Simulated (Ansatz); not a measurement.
# PbO (model cell, started as wurtzite): from the cell to its phonons

Wanted: phonon frequencies of PbO (model cell, started as wurtzite) and what follows from them.

Method: DFT PBEsol, scalar-relativistic, plane waves, PAW, in Ansatz 0.2.0.

The structure was built from a prototype and need not be the compound's stable phase.

### Step 1. Starting point

Symmetry: P6_3mc, No. 186, hexagonal system. The conventional cell has a = 3.976 Å, b = 3.976 Å, c = 6.492 Å, α = 90.00°, β = 90.00°, γ = 120.00°. Nearest to Pb lie 4 O at 2.43 Å. Nearest to O lie 4 Pb at 2.43 Å. Farther neighbours and most contacts between anions are not listed.

Structure file:

```cif
data_structure
_symmetry_space_group_name_H-M 'P6_3mc'
_symmetry_Int_Tables_number 186
_cell_length_a 3.9757
_cell_length_b 3.9757
_cell_length_c 6.4923
_cell_angle_alpha 90.000
_cell_angle_beta 90.000
_cell_angle_gamma 120.000
_cell_volume 88.87
loop_
_atom_site_label
_atom_site_type_symbol
_atom_site_symmetry_multiplicity
_atom_site_Wyckoff_symbol
_atom_site_fract_x
_atom_site_fract_y
_atom_site_fract_z
_atom_site_occupancy
Pb1 Pb 2 b 0.33333 0.66667 0.00000 1
O1 O 2 b 0.33333 0.66667 0.37500 1
```

### Step 2. Relaxation

Harmonic phonons are second derivatives at a point where the forces vanish, and they are wanted at zero stress, so atoms and cell are relaxed first.

input.yaml

```yaml
crystal:
  lattice:
    - [3.97569, 0.0, 0.0]
    - [-1.98784, 3.44304, 0.0]
    - [0.0, 0.0, 6.49229]
  atoms:
    - { symbol: Pb, position: [0.333333, 0.666667, 0.0] }
    - { symbol: Pb, position: [0.666667, 0.333333, 0.5] }
    - { symbol: O, position: [0.333333, 0.666667, 0.375] }
    - { symbol: O, position: [0.666667, 0.333333, 0.875] }
kpoints:
  mp_grid: { grid: [9, 9, 4] }
hamiltonian:
  xc: pbesol
scf:
  occupations: { method: gaussian, width: 0.02 }
output:
  forces: true
  stress: true
  eigenvalues: true
  write_density: true
  write_potential: true
  elf: true
  volumetric_format: npy
relax:
  adjacent_minimum: "off"
  f_tol: 0.005
  max_steps: 80
  cell: { stress_tol: 0.05 }
```

Launch:

```bash
> ansatz run input.yaml --threads 4 --pin off --max-ram 7168MiB --backend cpu --events-out ev --progress --plain --runs-dir out
```

Numbers of over 12 decimals in the logs are rounded to 6 here.

Output:

```text
Warning: the atoms were moved onto the symmetric positions of the space group found under crystal.symmetry.tolerance 1.0e-5 (fractional; no operation is sought that the atoms, as they stand in a round, miss by more than twice it, and no atom is moved by as much as it), and the run uses the moved positions. Before a round's move an operation carried an atom to 3.98e-6 Å from where it should land, the largest such dist [...]
Engine: ansatz 0.2.0, aarch64-unknown-linux-gnu
Pseudopotentials: kind: paw
Pseudopotential: Pb, paw, valence charge 14, recommended cutoff 420 eV (normal), Pb.paw.azcp
Pseudopotential: O, paw, valence charge 6, recommended cutoff 420 eV (normal), O.paw.azcp
Functional definition: PBEsol
  exchange = pbesol_x
  correlation = pbesol_c
Crystal: 4 atoms, lattice volume = 88.869 Å³
Basis set: ecut = 420 eV, 1761 PW (Γ), exchange–correlation on 54×54×90 points (8 copies of the dense FFT grid, shifted against one another)
Bands: 24, of which v1, the nominal top of the filled ones, is band 20 counted from 1 (19 counted from 0)
Symmetry: 12 space group operations
Space group: P63mc (ITA 186), of the structure as read, at distance tolerance 4.5e-5 Å
k-points: 36 of 324 (time reversal used)
Non-local potential: Pb, projectors of the file, l = 0: 2, l = 1: 2, l = 2: 2, l = 3: 2
Non-local potential: O, projectors of the file, l = 0: 2, l = 1: 2, l = 2: 1
PAW form: soft (Blöchl's): semilocal exchange-correlation on the pseudo side does not see the compensation charge
PAW frozen core: Pb, regenerated for the run's functional, and the local potential with it (the file was generated under x = pbe(κ = 0.804, μ = 0.219515), c = pbe(β = 0.066725))
PAW frozen core: O, regenerated for the run's functional, and the local potential with it (the file was generated under x = pbe(κ = 0.804, μ = 0.219515), c = pbe(β = 0.066725))
PAW one-centre angular grid: Pb, 590 points (default); XC on 64 Gauss nodes
PAW one-centre angular grid: O, 110 points (default); XC on 64 Gauss nodes
Initial density: superposition of atomic densities (neutral atoms: chi_scale 0, normalization atom), corrected by the library's trained network
Initial wavefunctions: pseudopotential atomic-orbital guess
Functional: x = pbesol(κ = 0.804, μ = 0.123457), c = pbesol(β = 0.046)
SCF iter   1: F=—  HF=-24630.171742 eV  |F-HF|=—  |Δ(HF+E_count)|=         —  Δρ=2.26e-2  dr2=4.87e-1  ethr=1.77e-3  ⟨swp⟩=6.3  Hψ=3937  notcnv=0
preconditioner: auto → Resta (q_TF=auto, 2.388 Å⁻¹)  ε∞=3.9  [insulator: Δε(μ)=1.571 eV  Ē_g=14.601 eV  σ=0.020 eV  W_gap=1.00  n_scr=22 (ndim 8)  ℏωp=24.9 eV  f_vac=0.081  D(μ)=0.00/eV (n_scr^D=0)  ε∞_Penn≈3.9]
SCF iter   2: F=—  HF=-24630.117256 eV  |F-HF|=—  |Δ(HF+E_count)|=   5.45e-2  Δρ=1.49e-2  dr2=1.62e-1  ethr=1.22e-3  ⟨swp⟩=2.1  Hψ=1628  notcnv=0
SCF iter   3: F=—  HF=-24630.085607 eV  |F-HF|=—  |Δ(HF+E_count)|=   3.16e-2  Δρ=1.69e-3  dr2=2.12e-3  ethr=4.05e-4  ⟨swp⟩=2.1  Hψ=1213  notcnv=0
SCF iter   4: F=—  HF=-24630.086277 eV  |F-HF|=—  |Δ(HF+E_count)|=   6.70e-4  Δρ=7.75e-4  dr2=7.69e-4  ethr=5.31e-6  ⟨swp⟩=2.7  Hψ=1720  notcnv=0
SCF iter   5: F=—  HF=-24630.086269 eV  |F-HF|=—  |Δ(HF+E_count)|=   7.28e-6  Δρ=2.07e-4  dr2=4.15e-5  ethr=1.92e-6  ⟨swp⟩=2.0  Hψ=1098  notcnv=0
SCF iter   6: F=—  HF=-24630.086290 eV  |F-HF|=—  |Δ(HF+E_count)|=   2.06e-5  Δρ=6.55e-5  dr2=4.97e-6  ethr=1.04e-7  ⟨swp⟩=2.3  Hψ=1247  notcnv=0
SCF iter   7: F=—  HF=-24630.086291 eV  |F-HF|=—  |Δ(HF+E_count)|=   1.23e-6  Δρ=2.70e-5  dr2=8.21e-7  ethr=1.24e-8  ⟨swp⟩=2.0  Hψ=1068  notcnv=0
SCF iter   8: F=-24630.086291 eV  HF=-24630.086291 eV  |F-HF|=1.78e-9  |Δ(HF+E_count)|=   6.47e-8  Δρ=3.33e-6  dr2=8.69e-9  ethr=2.50e-10  ⟨swp⟩=7.4  Hψ=6465  notcnv=0
SCF 1 converged in 8 iterations: F = -24630.086291 eV  dr2 = 8.69e-9
  greatest PAW one-centre occupation: 0.981 electrons in one spin orbital (limit 2), on the Pb atom at site 0 (counted from 0), in its partial waves of l = 2
relax step   1: F+E_penalty+E_count = -24630.08629124 eV  Δ(F+E_penalty+E_count) = +0.000e0 eV  max|allowed force component| = 1.379e-2 eV/Å  Δτ_max = 0.0000 Å  P = -2.042 GPa  Ω = 88.869 Å³  (8 SCF iters, dr2 threshold 1.00e-7 eV, accepted)
Crystal: 4 atoms, lattice volume = 84.413 Å³
Basis set: ecut = 420 eV, 1689 PW (Γ), exchange–correlation on 54×54×90 points (8 copies of the dense FFT grid, shifted against one another)
Initial density: handed on by an earlier stage of this run
Initial wavefunctions: those handed on with the density
iter 1 solved again at ethr=1.69e-5 eV; its pass at ethr=3.10e-3 eV (dr2=6.75e-3 eV) is discarded
SCF iter   1: F=—  HF=-24630.106369 eV  |F-HF|=—  |Δ(HF+E_count)|=         —  Δρ=2.89e-3  dr2=6.08e-3  ethr=1.69e-5  ⟨swp⟩=3.0  Hψ=5955  notcnv=0
preconditioner: auto → Resta (q_TF=auto, 2.409 Å⁻¹)  ε∞=4.0  [insulator: Δε(μ)=1.722 eV  Ē_g=14.827 eV  σ=0.020 eV  W_gap=1.00  n_scr=22 (ndim 8)  ℏωp=25.6 eV  f_vac=0.046  D(μ)=0.00/eV (n_scr^D=0)  ε∞_Penn≈4.0]
SCF iter   2: F=—  HF=-24630.105581 eV  |F-HF|=—  |Δ(HF+E_count)|=   7.88e-4  Δρ=1.36e-3  dr2=1.72e-3  ethr=1.52e-5  ⟨swp⟩=2.1  Hψ=1698  notcnv=0
SCF iter   3: F=—  HF=-24630.105405 eV  |F-HF|=—  |Δ(HF+E_count)|=   1.76e-4  Δρ=7.47e-4  dr2=5.14e-4  ethr=4.29e-6  ⟨swp⟩=2.0  Hψ=1094  notcnv=0
SCF iter   4: F=—  HF=-24630.105417 eV  |F-HF|=—  |Δ(HF+E_count)|=   1.25e-5  Δρ=3.44e-4  dr2=1.29e-4  ethr=1.28e-6  ⟨swp⟩=1.0  Hψ=864  notcnv=0
SCF iter   5: F=—  HF=-24630.105437 eV  |F-HF|=—  |Δ(HF+E_count)|=   1.97e-5  Δρ=8.48e-5  dr2=8.91e-6  ethr=3.23e-7  ⟨swp⟩=2.9  Hψ=1585  notcnv=0
SCF iter   6: F=-24630.105441 eV  HF=-24630.105441 eV  |F-HF|=1.82e-7  |Δ(HF+E_count)|=   4.20e-6  Δρ=1.30e-5  dr2=2.51e-7  ethr=1.00e-9  ⟨swp⟩=8.9  Hψ=6973  notcnv=0
SCF 2 converged in 6 iterations: F = -24630.105441 eV  dr2 = 2.51e-7
  greatest PAW one-centre occupation: 0.981 electrons in one spin orbital (limit 2), on the Pb atom at site 1 (counted from 0), in its partial waves of l = 2
relax step   2: F+E_penalty+E_count = -24630.10544145 eV  Δ(F+E_penalty+E_count) = -1.915e-2 eV  max|allowed force component| = 1.811e-2 eV/Å  Δτ_max = 0.0066 Å  P = +1.684 GPa  Ω = 84.413 Å³  energy of the carried Pulay correction = +8.349e-3 eV  (6 SCF iters, dr2 threshold 4.00e-7 eV, accepted)
Crystal: 4 atoms, lattice volume = 86.210 Å³
Basis set: ecut = 420 eV, 1725 PW (Γ), exchange–correlation on 54×54×90 points (8 copies of the dense FFT grid, shifted against one another)
iter 1 solved again at ethr=3.13e-6 eV; its pass at ethr=3.10e-3 eV (dr2=1.25e-3 eV) is discarded
[...]
relax step   5: F+E_penalty+E_count = -24630.12235254 eV  Δ(F+E_penalty+E_count) = -4.338e-3 eV  max|allowed force component| = 3.889e-2 eV/Å  Δτ_max = 0.0108 Å  P = -0.180 GPa  Ω = 86.362 Å³  energy of the carried Pulay correction = +4.646e-3 eV  (6 SCF iters, dr2 threshold 4.00e-7 eV, accepted)
relax step   6: F+E_penalty+E_count = -24630.12703439 eV  Δ(F+E_penalty+E_count) = -4.682e-3 eV  max|allowed force component| = 4.002e-2 eV/Å  Δτ_max = 0.0098 Å  P = -0.197 GPa  Ω = 86.263 Å³  energy of the carried Pulay correction = +4.831e-3 eV  (6 SCF iters, dr2 threshold 4.00e-7 eV, accepted)
relax step   7: F+E_penalty+E_count = -24630.13172977 eV  Δ(F+E_penalty+E_count) = -4.695e-3 eV  max|allowed force component| = 3.741e-2 eV/Å  Δτ_max = 0.0097 Å  P = -0.208 GPa  Ω = 86.131 Å³  energy of the carried Pulay correction = +5.079e-3 eV  (6 SCF iters, dr2 threshold 4.00e-7 eV, accepted)
relax step   8: F+E_penalty+E_count = -24630.14905817 eV  Δ(F+E_penalty+E_count) = -1.733e-2 eV  max|allowed force component| = 5.496e-2 eV/Å  Δτ_max = 0.0422 Å  P = +0.025 GPa  Ω = 85.037 Å³  energy of the carried Pulay correction = +7.154e-3 eV  (7 SCF iters, dr2 threshold 4.00e-7 eV, accepted)
relax step   9: F+E_penalty+E_count = -24630.15153120 eV  Δ(F+E_penalty+E_count) = -2.473e-3 eV  max|allowed force component| = 7.522e-3 eV/Å  Δτ_max = 0.0193 Å  P = +0.089 GPa  Ω = 84.591 Å³  energy of the carried Pulay correction = +8.006e-3 eV  (6 SCF iters, dr2 threshold 1.89e-7 eV, accepted)
relax step  10: F+E_penalty+E_count = -24630.15142333 eV  Δ(F+E_penalty+E_count) = +1.079e-4 eV  max|allowed force component| = 8.254e-4 eV/Å  Δτ_max = 0.0040 Å  P = -0.075 GPa  Ω = 84.691 Å³  energy of the carried Pulay correction = +7.816e-3 eV  (5 SCF iters, dr2 threshold 2.70e-8 eV, accepted)
relax step  11: F+E_penalty+E_count = -24630.15164507 eV  Δ(F+E_penalty+E_count) = -2.217e-4 eV  max|allowed force component| = 8.717e-5 eV/Å  Δτ_max = 0.0011 Å  P = -0.001 GPa  Ω = 84.587 Å³  energy of the carried Pulay correction = +8.014e-3 eV  (5 SCF iters, dr2 threshold 1.43e-8 eV, accepted)
relax step  12: F+E_penalty+E_count = -24630.15805054 eV  Δ(F+E_penalty+E_count) = -6.405e-3 eV  max|allowed force component| = 4.862e-4 eV/Å  Δτ_max = 0.0000 Å  P = +0.087 GPa  Ω = 84.587 Å³  stress off target by 2.37e-1 GPa  SCF on the basis re-selected at this cell (its energy is not comparable with the rows above)  (7 SCF iters)
relax step  13: F+E_penalty+E_count = -24630.15996857 eV  Δ(F+E_penalty+E_count) = -1.918e-3 eV  max|allowed force component| = 2.925e-3 eV/Å  Δτ_max = 0.0150 Å  P = +0.050 GPa  Ω = 84.363 Å³  energy of the carried Pulay correction = +4.853e-4 eV  (7 SCF iters, dr2 threshold 1.40e-7 eV, accepted)
relax step  14: F+E_penalty+E_count = -24630.15995008 eV  Δ(F+E_penalty+E_count) = +1.849e-5 eV  max|allowed force component| = 5.635e-4 eV/Å  Δτ_max = 0.0016 Å  P = +0.003 GPa  Ω = 84.386 Å³  energy of the carried Pulay correction = +4.444e-4 eV  (5 SCF iters, dr2 threshold 9.11e-9 eV, accepted)
relax step  15: F+E_penalty+E_count = -24630.15980475 eV  Δ(F+E_penalty+E_count) = +1.453e-4 eV  max|allowed force component| = 5.083e-4 eV/Å  Δτ_max = 0.0000 Å  P = -0.001 GPa  Ω = 84.386 Å³  stress off target by 5.09e-2 GPa  SCF on the basis re-selected at this cell (its energy is not comparable with the rows above)  (6 SCF iters)
relax step  16: F+E_penalty+E_count = -24630.15998285 eV  Δ(F+E_penalty+E_count) = -1.781e-4 eV  max|allowed force component| = 3.907e-4 eV/Å  Δτ_max = 0.0034 Å  P = +0.006 GPa  Ω = 84.320 Å³  energy of the carried Pulay correction = +1.346e-4 eV  (6 SCF iters, dr2 threshold 6.47e-9 eV, accepted)
iter 1 solved again at ethr=1.27e-7 eV; its pass at ethr=3.10e-3 eV (dr2=5.08e-5 eV) is discarded
SCF iter   1: F=—  HF=-24630.159867 eV  |F-HF|=—  |Δ(HF+E_count)|=         —  Δρ=3.57e-5  dr2=3.74e-8  ethr=1.27e-7  ⟨swp⟩=3.9  Hψ=6681  notcnv=0
SCF iter   2: F=—  HF=-24630.159849 eV  |F-HF|=—  |Δ(HF+E_count)|=   1.85e-5  Δρ=1.81e-5  dr2=1.19e-8  ethr=9.34e-11  ⟨swp⟩=3.0  Hψ=1722  notcnv=0
SCF iter   3: F=—  HF=-24630.159852 eV  |F-HF|=—  |Δ(HF+E_count)|=   3.42e-6  Δρ=5.06e-6  dr2=1.02e-8  ethr=2.98e-11  ⟨swp⟩=2.0  Hψ=1583  notcnv=0
SCF iter   4: F=—  HF=-24630.159852 eV  |F-HF|=—  |Δ(HF+E_count)|=   1.27e-7  Δρ=3.18e-7  dr2=8.38e-11  ethr=2.56e-11  ⟨swp⟩=2.0  Hψ=1065  notcnv=0
SCF iter   5: F=-24630.159852 eV  HF=-24630.159852 eV  |F-HF|=3.27e-11  |Δ(HF+E_count)|=  9.46e-11  Δρ=1.31e-7  dr2=2.13e-11  ethr=1.00e-12  ⟨swp⟩=7.0  Hψ=4407  notcnv=0
SCF 17 converged in 5 iterations: F = -24630.159852 eV  dr2 = 2.13e-11
relax step  17: F+E_penalty+E_count = -24630.15985234 eV  Δ(F+E_penalty+E_count) = +1.305e-4 eV  max|allowed force component| = 3.757e-4 eV/Å  Δτ_max = 0.0000 Å  P = +0.004 GPa  Ω = 84.320 Å³  stress off target by 5.87e-3 GPa  SCF on the basis re-selected at this cell (its energy is not comparable with the rows above)  (5 SCF iters)
basis re-selected at this cell: Δ(F+E_penalty+E_count) = +1.305e-4 eV, ΔP = -0.002 GPa vs the last step (what re-selecting the basis moved, of the pressure what is left beyond the Pulay correction that the steps carried, after the strain that the cell walked since its last selection, with what the two solves' SCF thresholds leave and, on support functions, any second-order correction that the steps lacked; it is no m [...]
SCF converged after 5 iterations
Free energy (F): -24630.159852 eV
Harris-Foulkes:  -24630.159852 eV  (|F-HF|=3.27e-11)
Internal energy: -24630.159852 eV  (E = F + TS)
E sigma→0 (E₀):  -24630.159852 eV
Fermi energy:    8.788841 eV
--- Per-component energies (eV) ---
  E_band       = -132.550235
  E_kinetic    = 921.514279
  E_local      = -3019.123209  (includes V_loc(G=0)·N_el)
  E_nonlocal   = 801.088643
  E_hartree    = 1174.923727
  E_xc         = -584.348189
  E_vxc        = -452.802350  (∫ρ·V_xc dr)
  E_paw        = -20810.334124  (= ΣΔE_a)
  E_vpaw       = -733.079655  (= ΣTr[D̂ρ^β])
  E_aug_tail   = 0.004720  (compensation charges beyond the density's cutoff)
  E_ewald      = -3114.080508
  E_core_change = 0.194809  (= ΣΔE_core)
  E_smearing   = -0.000000  (= −TS)
  E_closure    = 0.000000  (closes the sum)
  Σ components = -24630.159852   (vs F -24630.159852, Δ=0.00e0)
--- Forces (eV/Å), atoms counted from 1 ---
  atom   1  Pb     0.00000000    -0.00000000    -0.00037569
  atom   2  Pb    -0.00000000     0.00000000    -0.00037569
  atom   3  O      0.00000000    -0.00000000     0.00037572
  atom   4  O     -0.00000000     0.00000000     0.00037572
  max |Σ_I F_I| component: 5.84e-8 eV/Å
--- Stress (GPa, compression-positive) ---
        0.005867       0.000000      -0.000000
        0.000000       0.005867       0.000000
       -0.000000       0.000000       0.000569
  P = ⅓ Tr σ = 0.0041 GPa (0.041 kbar)
--- Band table (eV; the first three rows and the last of 36) ---
  k-point 0: bands = [... 16 lower, 4.8455, 5.6157, 5.6157, 5.6409, 11.6120, 12.5298, 12.5298, 13.2264]
  k-point 1: bands = [... 16 lower, 5.2146, 5.5143, 5.5143, 6.0080, 11.3024, 12.5111, 12.5111, 12.9969]
  k-point 2: bands = [... 16 lower, 5.2499, 5.2499, 6.2276, 6.2276, 11.4011, 11.4011, 12.6375, 12.6375]
  k-point 35: bands = [... 16 lower, 5.4349, 5.4349, 7.8899, 7.8899, 9.8590, 9.8590, 11.2715, 11.2715]
--- Relaxed structure (14 steps of the walk, 14 accepted, 3 SCFs on fresh bases) ---
  F+E_penalty+E_count = -24630.15985234 eV   max|allowed force component| = 3.757e-4 eV/Å   (the final SCF, on the basis selected at the relaxed cell)
  cell:  # Å, volume = 84.3198 Å³
    - [4.170577, -3.028262460685436e-6, 1.666799680149591e-17]
    - [-2.085286, 3.611827, -9.170809477809295e-18]
    - [2.721882203224078e-17, -1.5779315659103801e-18, 5.597665]
  atoms:
    - { symbol: Pb, position: [0.333333, 0.666667, -0.021130] }
    - { symbol: Pb, position: [0.666667, 0.333333, 0.478870] }
    - { symbol: O, position: [0.333333, 0.666667, 0.396130] }
    - { symbol: O, position: [0.666667, 0.333333, 0.896130] }
```

Run time: 38 s. Hardware: 4 threads of Arm Neoverse V1, shared host; peak memory 0.39 GiB.

The steps of the relaxation:

```tsv
step	energy less that of the first step (eV)	largest force component (eV/Å)	pressure (GPa)	volume (Å³)
1	0.0000	0.0138	-2.04	88.87
2	-0.0192	0.0181	1.68	84.41
3	-0.0270	0.0310	0.06	86.21
4	-0.0317	0.0290	-0.04	86.29
5	-0.0361	0.0389	-0.18	86.36
6	-0.0407	0.0400	-0.20	86.26
7	-0.0454	0.0374	-0.21	86.13
8	-0.0628	0.0550	0.02	85.04
9	-0.0652	0.0075	0.09	84.59
10	-0.0651	0.0008	-0.08	84.69
11	-0.0654	0.0001	0.00	84.59
12*	-0.0718	0.0005	0.09	84.59
13	-0.0737	0.0029	0.05	84.36
14	-0.0737	0.0006	0.00	84.39
15*	-0.0735	0.0005	0.00	84.39
16	-0.0737	0.0004	0.01	84.32
17*	-0.0736	0.0004	0.00	84.32
```

Relaxation steps marked * repeat the geometry before them on a plane-wave basis chosen anew for their cell, so energy and pressure can jump there.

The run keeps the 12 symmetry operations that it works with, so distortions that break them were not tested.

```tsv
cell as run	before	after	change
a (Å)	3.976	4.171	+4.9 %
b (Å)	3.976	4.171	+4.9 %
c (Å)	6.492	5.598	-13.8 %
volume (Å³/atom)	22.22	21.08	-5.1 %
```

The atoms that moved most (Å, as changes of fractional coordinates times the final cell):

```tsv
atom	dx	dy	dz	length
O3	0.000	0.000	0.118	0.118
Pb2	0.000	0.000	-0.118	0.118
Pb1	0.000	0.000	-0.118	0.118
O4	0.000	0.000	0.118	0.118
```

The relaxed structure:

```cif
data_structure
_symmetry_space_group_name_H-M 'P 1'
_symmetry_Int_Tables_number 1
_cell_length_a 4.1706
_cell_length_b 4.1706
_cell_length_c 5.5977
_cell_angle_alpha 90.000
_cell_angle_beta 90.000
_cell_angle_gamma 120.000
_cell_volume 84.32
loop_
_atom_site_label
_atom_site_type_symbol
_atom_site_fract_x
_atom_site_fract_y
_atom_site_fract_z
_atom_site_occupancy
Pb1 Pb 0.33333 0.66667 0.97887 1
Pb2 Pb 0.66667 0.33333 0.47887 1
O3 O 0.33333 0.66667 0.39613 1
O4 O 0.66667 0.33333 0.89613 1
```

This step gave:

| Property | Result |
| --- | --- |
| pressure | 0.004101 GPa |
| gap on the k-mesh | 1.798 eV |
| volume per atom | 21.08 Å³ |
| direct gap on mesh | 1.969 eV |

ELF in the ac plane at fractional y = 0.333, with atoms of Pb and O within 0.2 Å of it. It is the smooth field of the valence electrons, not physical close to the nuclei.

Values, 18 rows by 14 columns, each cell a mean:
```
0.20 0.31 0.39 0.36 0.22 0.17 0.47 0.77 0.78 0.66 0.74 0.81 0.57 0.24
0.18 0.28 0.36 0.32 0.20 0.19 0.55 0.79 0.68 0.39 0.59 0.80 0.64 0.28
0.14 0.22 0.30 0.26 0.16 0.18 0.52 0.77 0.76 0.63 0.72 0.80 0.60 0.28
0.10 0.13 0.19 0.16 0.11 0.14 0.38 0.62 0.76 0.78 0.77 0.70 0.45 0.21
0.06 0.06 0.07 0.07 0.06 0.09 0.18 0.29 0.41 0.46 0.43 0.35 0.21 0.12
0.06 0.04 0.03 0.04 0.05 0.09 0.17 0.20 0.23 0.24 0.23 0.21 0.18 0.12
0.10 0.05 0.04 0.05 0.08 0.17 0.29 0.35 0.35 0.33 0.35 0.36 0.31 0.22
0.15 0.09 0.10 0.09 0.13 0.25 0.40 0.41 0.22 0.13 0.18 0.34 0.42 0.31
0.16 0.13 0.17 0.15 0.14 0.26 0.42 0.33 0.06 0.01 0.04 0.21 0.42 0.33
0.16 0.18 0.27 0.22 0.15 0.23 0.40 0.31 0.05 0.01 0.03 0.19 0.41 0.31
0.15 0.21 0.32 0.27 0.16 0.20 0.37 0.39 0.19 0.10 0.16 0.33 0.40 0.27
0.14 0.21 0.30 0.26 0.15 0.17 0.32 0.43 0.44 0.41 0.43 0.45 0.35 0.22
0.11 0.16 0.21 0.18 0.12 0.12 0.24 0.36 0.45 0.47 0.46 0.41 0.27 0.15
0.07 0.10 0.12 0.11 0.08 0.07 0.11 0.20 0.28 0.30 0.29 0.24 0.13 0.08
0.07 0.11 0.13 0.12 0.08 0.06 0.05 0.07 0.09 0.10 0.10 0.08 0.06 0.05
0.13 0.21 0.25 0.24 0.15 0.09 0.07 0.11 0.17 0.20 0.18 0.13 0.08 0.07
0.20 0.31 0.37 0.35 0.23 0.14 0.17 0.35 0.56 0.62 0.58 0.45 0.20 0.12
0.21 0.33 0.40 0.38 0.24 0.16 0.31 0.61 0.79 0.81 0.80 0.71 0.38 0.17
```
Columns run along a (4.2 Å), rows up along c (5.6 Å). Atoms in or near the plane, at fractional coordinates: Pb at (0.67, 0.48), O at (0.67, 0.90).

Valence density in the ac plane at fractional y = 0.333, with atoms of Pb and O within 0.2 Å of it. It is the smooth field of the valence electrons, not physical close to the nuclei.

Values in units of 1e0 e/Å³, 18 rows by 14 columns, each cell a mean:
```
0.2 0.2 0.3 0.3 0.2 0.2 0.4 1.1 3.5 5.2 4.1 1.8 0.5 0.2
0.2 0.2 0.2 0.2 0.2 0.2 0.5 1.5 5.0 7.1 5.7 2.6 0.6 0.2
0.1 0.1 0.1 0.1 0.1 0.1 0.4 1.1 3.6 5.3 4.2 1.9 0.5 0.2
0.1 0.1 0.1 0.1 0.1 0.1 0.2 0.5 1.4 2.0 1.6 0.8 0.3 0.1
0.1 0.0 0.0 0.0 0.1 0.1 0.1 0.3 0.5 0.6 0.5 0.3 0.2 0.1
0.1 0.0 0.0 0.0 0.0 0.1 0.2 0.3 0.5 0.6 0.5 0.3 0.2 0.1
0.1 0.0 0.0 0.0 0.1 0.1 0.3 0.6 1.2 1.5 1.3 0.8 0.3 0.2
0.1 0.1 0.1 0.1 0.1 0.2 0.6 1.5 3.5 4.8 4.0 2.2 0.7 0.3
0.1 0.1 0.1 0.1 0.1 0.2 0.9 2.5 6.1 8.4 6.9 3.7 1.1 0.4
0.2 0.1 0.1 0.1 0.1 0.3 0.9 2.5 6.3 8.8 7.1 3.8 1.2 0.4
0.2 0.1 0.1 0.1 0.1 0.2 0.6 1.6 3.9 5.2 4.3 2.4 0.8 0.3
0.1 0.1 0.1 0.1 0.1 0.1 0.3 0.7 1.4 1.9 1.6 0.9 0.4 0.2
0.1 0.1 0.1 0.1 0.1 0.1 0.2 0.3 0.5 0.6 0.5 0.3 0.2 0.1
0.1 0.1 0.1 0.1 0.1 0.1 0.1 0.1 0.2 0.2 0.2 0.1 0.1 0.1
0.1 0.1 0.1 0.1 0.1 0.1 0.1 0.1 0.1 0.1 0.1 0.1 0.1 0.1
0.1 0.1 0.1 0.1 0.1 0.1 0.1 0.1 0.1 0.1 0.1 0.1 0.1 0.1
0.1 0.2 0.2 0.2 0.1 0.1 0.1 0.2 0.3 0.4 0.4 0.2 0.1 0.1
0.2 0.2 0.3 0.2 0.2 0.2 0.2 0.4 1.0 1.5 1.2 0.6 0.3 0.2
```
Columns run along a (4.2 Å), rows up along c (5.6 Å). Atoms in or near the plane, at fractional coordinates: Pb at (0.67, 0.48), O at (0.67, 0.90).

(Continued in part 2 of 3.)

[Logs are printed without paths, hosts, clocks, repeated set-up lines and the standing remarks that a program may print on its own settings, such as how far it seeks lower states.]

[Hosts, paths, dates, database ids (printed as entryN), source tags and the programs' standing remarks are cut or masked in the printed files.]
